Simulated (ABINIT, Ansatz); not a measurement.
An input for ABINIT 10.8.3 (KCaCl3 (Pm-3m)):

```
acell 3*1.0 Angstrom
rprim 
  5.393523000000 0.000000000000 0.000000000000
  0.000000000000 5.393523000000 0.000000000000
  0.000000000000 0.000000000000 5.393523000000
ntypat 3
znucl 19 20 17
natom 5
typat 1 2 3 3 3
xred 
  0.000000000000 0.000000000000 0.000000000000
  0.500000000000 0.500000000000 0.500000000000
  0.000000000000 0.500000000000 0.500000000000
  0.500000000000 0.000000000000 0.500000000000
  0.500000000000 0.500000000000 0.000000000000
pp_dirpath "pseudos"
pseudos "K.upf, Ca.upf, Cl.upf"
ecut 33
ngkpt 2 2 2
nshiftk 1
shiftk 0 0 0
kptopt 1
chksymbreak 0
istwfk *1
occopt 1
irdwfk 1
optdriver 4
nband 123
gwcalctyp 0
ecutsigx 33
symsigma 1
nkptgw 2
kptgw 
  0.5000000000 0.5000000000 0.5000000000
  0.0000000000 0.0000000000 0.0000000000
bdgw 
  18 24
  18 24
ecuteps 4.2
irdscr 1
ppmodel 2
indata_prefix "in"
outdata_prefix "out"
tmpdata_prefix "tmp"
```

```sh
OMP_NUM_THREADS=1 mpirun -n 4 abinit run.abi > log
```

**Question.** How long will it take on 4 MPI ranks of Arm Neoverse N1, shared host, and how much memory?

It took 36 s; on shared hardware allow 18 s to 72 s. Peak host memory was 1.3 GiB.

[Paths, hosts, dates, memory and timing lines, banners, echoed tables and standing remarks are left out of the program output.]

[Logs are printed without paths, hosts, clocks, repeated set-up lines and the standing remarks that a program may print on its own settings, such as how far it seeks lower states.]

[Runs of the session that timed out or met a known fault of the program may be left out.]

[Hosts, paths, dates, database ids (printed as entryN), source tags and the programs' standing remarks are cut or masked in the printed files.]

[G0W0 gaps are taken among the corrected bands and points alone; a level outside them can change the order at an edge.]

[Where Ansatz stands beside ABINIT at settings called matched, ABINIT's density can come from a denser mesh and the files from another edition; pairs whose starting gaps differed by over 0.03 eV were left out, so agreement reads better than it is.]
